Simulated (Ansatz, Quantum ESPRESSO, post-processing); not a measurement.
# Conductance against width: vacuum gaps between two Pb(100) faces, part 2 of 2

Wanted: T at the Fermi level along a series, and its decay constant, for vacuum gaps between two Pb(100) faces.

Quantum ESPRESSO 7.5; plane-wave DFT, PBE, GBRV ultrasoft pseudopotentials; cross-check by Ansatz 0.2.0 with PAW datasets.

So far. Step 12 (Transmission with pwcond.x, 8 Å): T goes from 0.00608 to 0.00107, a factor of 5.7. Step 13 (The same in Ansatz, 8 Å): Ansatz finds T = 9.4e-4 against pwcond's 0.00107.

## Step 14: Ground state, 9 Å

Level of this step: plane-wave DFT, PBE, GBRV ultrasoft pseudopotentials (Quantum ESPRESSO 7.5).

Contents of j4.scf.in:

```
&control
  prefix = 'j4.scf'
  outdir = './out'
  pseudo_dir = './pseudo'
  calculation = 'scf'
  tprnfor = .true.
/
&system
  ibrav = 0
  nat = 12
  ntyp = 1
  ecutwfc = 40
  ecutrho = 200
  occupations = 'smearing'
  smearing = 'mv'
  degauss = 0.01
/
&electrons
  conv_thr = 1e-07
  mixing_beta = 0.25
  electron_maxstep = 120
  mixing_mode = 'local-TF'
/
ATOMIC_SPECIES
  Pb  207.2000  pb_pbe_v1.uspp.F.UPF
CELL_PARAMETERS angstrom
  3.55674710936833 0.00000000000000 0.00000000000000
  0.00000000000000 3.55674710936833 0.00000000000000
  0.00000000000000 0.00000000000000 36.66500000000000
ATOMIC_POSITIONS crystal
  Pb  0.000000000000 0.000000000000 0.000000000000
  Pb  0.500000000000 0.500000000000 0.068594027001
  Pb  0.000000000000 0.000000000000 0.137188054002
  Pb  0.500000000000 0.500000000000 0.205782081004
  Pb  0.000000000000 0.000000000000 0.274376108005
  Pb  0.500000000000 0.500000000000 0.342970135006
  Pb  0.000000000000 0.000000000000 0.588435837993
  Pb  0.500000000000 0.500000000000 0.657029864994
  Pb  0.000000000000 0.000000000000 0.725623891995
  Pb  0.500000000000 0.500000000000 0.794217918996
  Pb  0.000000000000 0.000000000000 0.862811945998
  Pb  0.500000000000 0.500000000000 0.931405972999
K_POINTS automatic
  7 7 1 0 0 0
```

Run with:

```bash
OMP_NUM_THREADS=1 mpirun -n 4 pw.x -nk 2 -in j4.scf.in > j4.scf.out
```

The job ended after 4.1 min (4 MPI ranks of Arm Neoverse N1, shared host; peak memory 1.1 GiB; 16 min of CPU time).

Read from the output:

| Property | Result |
| --- | --- |
| free energy | -26801.0830 eV |
| Fermi energy | 8.078 eV |

## Step 15: Transmission with pwcond.x, 9 Å

Contents of j4.cond.in:

```
&inputcond
  outdir = './out'
  prefixt = 'j4.scf'
  tran_file = 'j4.cond.dat'
  bdl = 1.4142135624
  bds = 10.3085765933
  ikind = 1
  ewind = 4.0
  epsproj = 1e-05
  nz1 = 7
  energy0 = 0.4
  denergy = -0.4
/
15
  0.00000000 0.00000000 0.01562500
  0.00000000 0.12500000 0.06250000
  0.00000000 0.25000000 0.06250000
  0.00000000 0.37500000 0.06250000
  0.00000000 0.50000000 0.03125000
  0.12500000 0.12500000 0.06250000
  0.12500000 0.25000000 0.12500000
  0.12500000 0.37500000 0.12500000
  0.12500000 0.50000000 0.06250000
  0.25000000 0.25000000 0.06250000
  0.25000000 0.37500000 0.12500000
  0.25000000 0.50000000 0.06250000
  0.37500000 0.37500000 0.06250000
  0.37500000 0.50000000 0.06250000
  0.50000000 0.50000000 0.01562500
3
```

Run with:

```bash
OMP_NUM_THREADS=1 mpirun -n 4 pwcond.x -in j4.cond.in > j4.cond.out
```

Elapsed: 2.9 min, on 4 MPI ranks; peak memory 0.3 GiB; 12 min of CPU time.

Numbers from this step:

```
transmission at the Fermi level, one spin : 1.62e-4
conductance                               : 1.62e-4 G₀
```

Per spin; mean over the k mesh across the current. The transmission, zone mean by energy, zero at the Fermi level:

| energy (eV) | transmission, zone mean |
| --- | --- |
| -0.400 | 1.0e-4 |
| 0.000 | 1.6e-4 |
| 0.400 | 3.2e-4 |

T goes from 0.00107 to 1.6e-4, a factor of 6.6.

## Step 16: Cross-check with Ansatz, 9 Å

Level of this step: plane-wave DFT, PBE, Ansatz PAW (Ansatz 0.2.0).

Contents of input.yaml:

```yaml
crystal:
  lattice:
    - [3.5567471094, 0.0, 0.0]
    - [0.0, 3.5567471094, 0.0]
    - [0.0, 0.0, 36.665]
  atoms:
    - { symbol: Pb, position: [0.0, 0.0, 0.0] }
    - { symbol: Pb, position: [0.5, 0.5, 0.068594027] }
    - { symbol: Pb, position: [0.0, 0.0, 0.137188054] }
    - { symbol: Pb, position: [0.5, 0.5, 0.205782081] }
    - { symbol: Pb, position: [0.0, 0.0, 0.274376108] }
    - { symbol: Pb, position: [0.5, 0.5, 0.342970135] }
    - { symbol: Pb, position: [0.0, 0.0, 0.588435838] }
    - { symbol: Pb, position: [0.5, 0.5, 0.657029865] }
    - { symbol: Pb, position: [0.0, 0.0, 0.725623892] }
    - { symbol: Pb, position: [0.5, 0.5, 0.794217919] }
    - { symbol: Pb, position: [0.0, 0.0, 0.862811946] }
    - { symbol: Pb, position: [0.5, 0.5, 0.931405973] }
kpoints:
  mp_grid: { grid: [7, 7, 1] }
hamiltonian:
  xc: pbe
scf:
  occupations: { method: fermi_dirac, width: 0.1 }
  convergence: { dr2_threshold: 1.0e-08 }
output:
  transmission: { leads: [[0, 2]], e_range: [-0.4, 0.4], de: 0.4, kmesh: [8, 8] }
  write_potential: true
  write_density: true
  volumetric_format: npy
```

Run with:

```bash
ansatz run input.yaml --threads 4 --pin off --max-ram 8192MiB --backend cpu --events-out ev --progress --plain --runs-dir out
```

It took 47 s on 4 threads; peak memory 1.4 GiB.

Numbers from this step:

```
free energy                                  : -142876.5340 eV
energy at zero smearing                      : -142876.4147 eV
smearing term TS                             : 0.2386 eV
Fermi energy                                 : 7.843 eV
transmission at the Fermi level, one spin    : 1.47e-4
step of the lead's Hamiltonian over a period : 57.9 meV
```

Per spin; mean over the k mesh across the current. The transmission, zone mean by energy, zero at the Fermi level:

| energy (eV) | transmission, zone mean |
| --- | --- |
| -0.400 | 9.4e-5 |
| 0.000 | 1.5e-4 |
| 0.400 | 2.9e-4 |

Ansatz finds T = 1.5e-4 against pwcond's 1.6e-4.

## Step 17: The series side by side

All levels:

| level | T by pwcond | T by Ansatz | lead channels | CPU time (s) |
| --- | --- | --- | --- | --- |
| 5 Å | 0.1753 | 0.177 | 1.547 | 1427 |
| 6 Å | 0.03368 | 0.03382 | 1.547 | 1422 |
| 7 Å | 0.006076 | 0.005765 | 1.547 | 1436 |
| 8 Å | 0.001069 | 9.41e-4 | 1.547 | 1670 |
| 9 Å | 1.62e-4 | 1.47e-4 | 1.547 | 1689 |

## Step 18: The arithmetic

For the narrowest barrier, the Landauer sum over the mesh, Σ w T = 0.1250 × 0.268 + 0.1250 × 0.186 + 0.1250 × 0.184 + … = 0.1753.

G = 0.175 × 77.48 µS = 13.6 µS a cell. Times the area of 12.650 Å², the resistance-area product is A/G = 9.31 fΩ m², the leads' contact resistance included.

Free electrons at 4 an atom (2 atoms in 63.6 Å³) have k_F = 1.550 1/Å and offer A k_F²/4π = 2.42 channels per spin; the lead has 1.55 on this mesh.

κ = ln(T₁/T₂)/(2Δd) = ln(0.001069/0.0001621)/(2 × 1 Å) = 0.94 1/Å.

## Step 19: Summary of results

```json
{"conductance a cell at 5 Å": "0.175 G₀", "conductance a cell at 6 Å": "0.0337 G₀", "conductance a cell at 7 Å": "0.00608 G₀", "conductance a cell at 8 Å": "0.00107 G₀", "conductance a cell at 9 Å": "1.6e-4 G₀", "fall of ln T per Å over the last interval": "1.89"}
```

The conductance goes from 0.175 G₀ at 5 Å to 1.6e-4 G₀ at 9 Å (PBE, GBRV ultrasoft). Interval by interval ln T falls by 1.65, 1.71, 1.74 and 1.89 per Å. The last interval gives κ = 0.94 1/Å in T ∝ exp(−2κd), an apparent barrier of (κ/0.512)² = 3.4 eV. Ansatz follows the series within a factor of 1.14. Points with over 2.5 times the mean carry up to 62 % of T, so the means lean on few points, and the mesh was not tested. The geometries are as built, not relaxed, and the leads are short. Semilocal functionals lack the image potential in a vacuum gap. Spin-orbit coupling is left out; depending on the atoms that carry the band edges, it can split and shift them by up to an eV.

[Long decimals in the printed logs are rounded to 6 places.]

[Logs are printed without paths, hosts, clocks, repeated set-up lines and the standing remarks that a program may print on its own settings, such as how far it seeks lower states.]

[Hosts, paths, dates, database ids (printed as entryN), source tags and the programs' standing remarks are cut or masked in the printed files.]

[Maps of the electrostatic potential energy from Ansatz leave out the sawtooth potential of an applied field or a dipole correction, so their vacuum need not be flat; planar profiles and work functions include it.]
